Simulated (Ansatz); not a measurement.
**LiH (Fm-3m): given cell or relaxed cell?**

Wanted: the change of the gap of LiH (Fm-3m) on relaxing cell and ions.

Program: Ansatz 0.2.0. Level of theory: PBE, HSE06 and G0W0, plane waves, PAW. Results are calculated unless marked as measured.

This is a report of a sequence of runs, with most program output left out.

The database entry behind the starting cell differs from later determinations by our own check (the deuteride, about 0.2 % short), so it need not match the best structure at ambient conditions.

**1. Starting point**

The structure is cubic, space group Fm-3m (No. 225). Conventional cell: a = 4.074 Å, b = 4.074 Å, c = 4.074 Å, α = 90.00°, β = 90.00°, γ = 90.00°. Li has 6 H at 2.04 Å nearest. Nearest to H lie 6 Li at 2.04 Å. Farther neighbours are not listed.

The cell and positions come from the Crystallography Open Database and are kept as given unless a step says otherwise. The default PAW set here is soft_2. Its files were made with PBE.

**2. PBE bands at the given cell**

The cheap functional maps the bands first; the places of the edges decide which points the dearer methods must see.

This step: DFT, PBE, plane waves, PAW.

input.yaml reads:

```yaml
crystal:
  lattice:
    - [0.0, 2.03675, 2.03675]
    - [2.03675, 0.0, 2.03675]
    - [2.03675, 2.03675, 0.0]
  atoms:
    - { symbol: Li, position: [0.0, 0.0, 0.0] }
    - { symbol: H, position: [0.5, 0.5, 0.5] }
kpoints:
  mp_grid: { grid: [10, 10, 10] }
  band_path:
    path:
      - [[0.0, 0.0, 0.0], [0.5, 0.0, 0.5], [0.625, 0.25, 0.625]]
      - [[0.375, 0.375, 0.75], [0.0, 0.0, 0.0], [0.5, 0.5, 0.5], [0.5, 0.25, 0.75], [0.5, 0.0, 0.5]]
    npoints: 10
hamiltonian:
  xc: pbe
scf:
  occupations: { method: fermi_dirac, width: 0.02 }
  n_extra_bands: 4
output:
  eigenvalues: true
  write_density: true
  write_potential: true
  elf: true
  volumetric_format: npy
```

Command:

```bash
ansatz run input.yaml --threads 3 --pin off --max-ram 92160MiB --backend cuda --events-out ev --progress --plain --runs-dir out --devices 1 --max-vram 13GiB  # rebuilt from the run's record
```

It took 4.8 s on 1 × NVIDIA H100 80GB HBM3 (shared by 6 runs) with 3 threads of AMD EPYC 7R13 (Zen 3), shared host; peak memory 0.86 GiB.

Numbers from this step:

| Quantity | Value |
| --- | --- |
| filled bands | 2 |
| gap | 3.020 eV |
| valence top at | X |
| conduction bottom at | X |
| least direct gap | 3.020 eV |

The gap is direct, at (0.500, 0.000, 0.500).

**3. The relaxed cell**

Cell and ions were relaxed with PBE; that run is not shown. It left this cell:

Symmetry: Fm-3m, No. 225, cubic system. Conventional cell: a = 4.007 Å, b = 4.007 Å, c = 4.007 Å, α = 90.00°, β = 90.00°, γ = 90.00°. Nearest to Li lie 6 H at 2.00 Å. H has 6 Li at 2.00 Å nearest. Farther neighbours are not listed.

**4. PBE at the relaxed cell**

The cell differs from the one that the last finished run ended in (a 2.880 → 2.833 Å, b 2.880 → 2.833 Å, c 2.880 → 2.833 Å).

input.yaml, the sections that differ from step 2:

```yaml
crystal:
  lattice:
    - [0.0, 2.0034509841, 2.0034509841]
    - [2.0034509841, 0.0, 2.0034509841]
    - [2.0034509841, 2.0034509841, 0.0]
  atoms:
    - { symbol: Li, position: [0.0, 0.0, 0.0] }
    - { symbol: H, position: [0.5, 0.5, 0.5] }
output:
  eigenvalues: true
# kpoints, hamiltonian, scf: as in step 2
```

Elapsed: 2.8 s, on 1 × NVIDIA H100 80GB HBM3 (shared by 6 runs) with 3 threads; peak memory 0.89 GiB.

Numbers from this step:

| Quantity | Value |
| --- | --- |
| gap | 2.984 eV |
| valence top at | X |
| conduction bottom at | X |
| least direct gap | 2.984 eV |

The gap is direct, at (0.500, 0.000, 0.500).

**5. HSE06 at the relaxed cell**

HSE06 mixes in a quarter of exact exchange at short range. Exchange couples all pairs of k points, which makes a full band path dear, so levels are read on the mesh and at chosen points.

This step: DFT, HSE06, plane waves, PAW.

input.yaml reads:

```yaml
crystal:
  lattice:
    - [0.0, 2.0034509841, 2.0034509841]
    - [2.0034509841, 0.0, 2.0034509841]
    - [2.0034509841, 2.0034509841, 0.0]
  atoms:
    - { symbol: Li, position: [0.0, 0.0, 0.0] }
    - { symbol: H, position: [0.5, 0.5, 0.5] }
kpoints:
  mp_grid: { grid: [6, 6, 6] }
  band_path:
    path:
      - [0.0, 0.0, 0.0]
      - [0.5, 0.0, 0.5]
      - [0.625, 0.25, 0.625]
      - [0.375, 0.375, 0.75]
      - [0.5, 0.5, 0.5]
      - [0.5, 0.25, 0.75]
    npoints: 1
hamiltonian:
  xc: hse06
scf:
  occupations: { method: fixed }
  n_extra_bands: 4
output:
  eigenvalues: true
  write_density: true
  write_potential: true
  elf: true
  volumetric_format: npy
```

Elapsed: 19 s, on 1 × NVIDIA H100 80GB HBM3 (shared by 6 runs) with 3 threads; peak memory 1 GiB.

Numbers from this step:

* gap: 3.973 eV
* valence top at: X
* conduction bottom at: X
* least direct gap: 3.973 eV

The gap stands +0.99 eV against PBE.

**6. G0W0 at the relaxed cell**

Now the one-shot GW correction: screening in the RPA, then the self-energy of the levels asked for.

This step: G0W0 on PBE, plane waves, PAW.

input.yaml reads:

```yaml
crystal:
  lattice:
    - [0.0, 2.0034509841, 2.0034509841]
    - [2.0034509841, 0.0, 2.0034509841]
    - [2.0034509841, 2.0034509841, 0.0]
  atoms:
    - { symbol: Li, position: [0.0, 0.0, 0.0] }
    - { symbol: H, position: [0.5, 0.5, 0.5] }
kpoints:
  mp_grid: { grid: [6, 6, 6] }
hamiltonian:
  xc: pbe
scf:
  occupations: { method: fixed }
gw:
  n_empty_bands: 48
  ecut_chi: 120
  qp_bands: [v2, c2]
  qp_kpoints: band_edges
  screening: { model: contour_deformation }
```

The job ended after 12 s (1 × NVIDIA H100 80GB HBM3 (shared by 6 runs) with 3 threads; peak memory 0.98 GiB).

Numbers from this step:

| Property | Result |
| --- | --- |
| bands summed | 50 |
| RPA ε∞ on this mesh (eigenvalues) | 4.317, 4.317, 4.317 |
| plane waves in the screening matrix | 59 |
| G0W0 gap on the mesh | 4.762 eV |
| k of the valence top | 0, -0.5, -0.5 |
| k of the conduction bottom | 0, -0.5, -0.5 |
| starting gap on the mesh | 2.983 eV |
| least direct G0W0 gap on the computed points | 4.762 eV |

The gap on the mesh goes from 2.98 eV to 4.76 eV, a correction of +1.78 eV. Between the two edge states, bare exchange in place of the xc potential would open the gap by 7.37 eV, and correlation takes back 5.59 eV.

**7. G0W0 at the given cell**

input.yaml, the sections that differ from step 6:

```yaml
crystal:
  lattice:
    - [0.0, 2.03675, 2.03675]
    - [2.03675, 0.0, 2.03675]
    - [2.03675, 2.03675, 0.0]
  atoms:
    - { symbol: Li, position: [0.0, 0.0, 0.0] }
    - { symbol: H, position: [0.5, 0.5, 0.5] }
gw:
  n_empty_bands: 50
  ecut_chi: 120
  qp_bands: [v2, c2]
  qp_kpoints: band_edges
  screening: { model: contour_deformation }
# kpoints, hamiltonian, scf: as in step 6
```

It took 7.5 s on 1 × NVIDIA H100 80GB HBM3 (shared by 6 runs) with 3 threads; peak memory 0.99 GiB.

Numbers from this step:

```yaml
bands_summed: 52
rpa_eps_infinity_on_this_mesh_eigenvalues: 4.186, 4.186, 4.186
plane_waves_in_the_screening_matrix: 59
g0w0_gap_on_the_mesh: 4.801 eV
k_of_the_valence_top: 0, -0.5, -0.5
k_of_the_conduction_bottom: 0, -0.5, -0.5
starting_gap_on_the_mesh: 3.018 eV
least_direct_g0w0_gap_on_the_computed_points: 4.801 eV
```

The gap on the mesh goes from 3.02 eV to 4.80 eV, a correction of +1.78 eV. Between the two edge states, bare exchange in place of the xc potential would open the gap by 7.32 eV, and correlation takes back 5.54 eV.

**8. Together**

G0W0 rows are gaps on the mesh, lowered by the amount that the mesh misses the start's edges, a rough step that assumes the same correction there.

```
   level  given cell (eV)  relaxed cell (eV)  change (eV)
     PBE             3.02               2.98        −0.04
   HSE06                -               3.97            -
G0W0@PBE             4.80               4.76        −0.04
```

**9. What came out**

```json
{
  "volume change": "−4.8 %",
  "PBE, given cell": "3.02 eV",
  "PBE, relaxed cell": "2.98 eV",
  "HSE06, relaxed cell": "3.97 eV",
  "G0W0@PBE, relaxed cell": "4.76 eV",
  "G0W0@PBE, given cell": "4.80 eV",
  "known limits": "not at the basis limit"
}
```

**Reading.** Relaxation changes the volume by −4.8 % and the gap by −0.04 eV (PBE) and −0.04 eV (G0W0@PBE). Bands and cutoff are finite, so the gap is not at the basis limit. The miss can reach some tenths of an eV and take either sign; the mesh is an error of its own.

[Paths, hosts, dates, memory and timing lines, banners, echoed tables and standing remarks are left out of the program output.]

[Logs are printed without paths, hosts, clocks, repeated set-up lines and the standing remarks that a program may print on its own settings, such as how far it seeks lower states.]

[Runs of the session that timed out or met a known fault of the program may be left out.]

[Cells called generated may have been cut or substituted from an entry of the Crystallography Open Database or the Materials Project.]

[Hosts, paths, dates, database ids (printed as entryN), source tags and the programs' standing remarks are cut or masked in the printed files.]
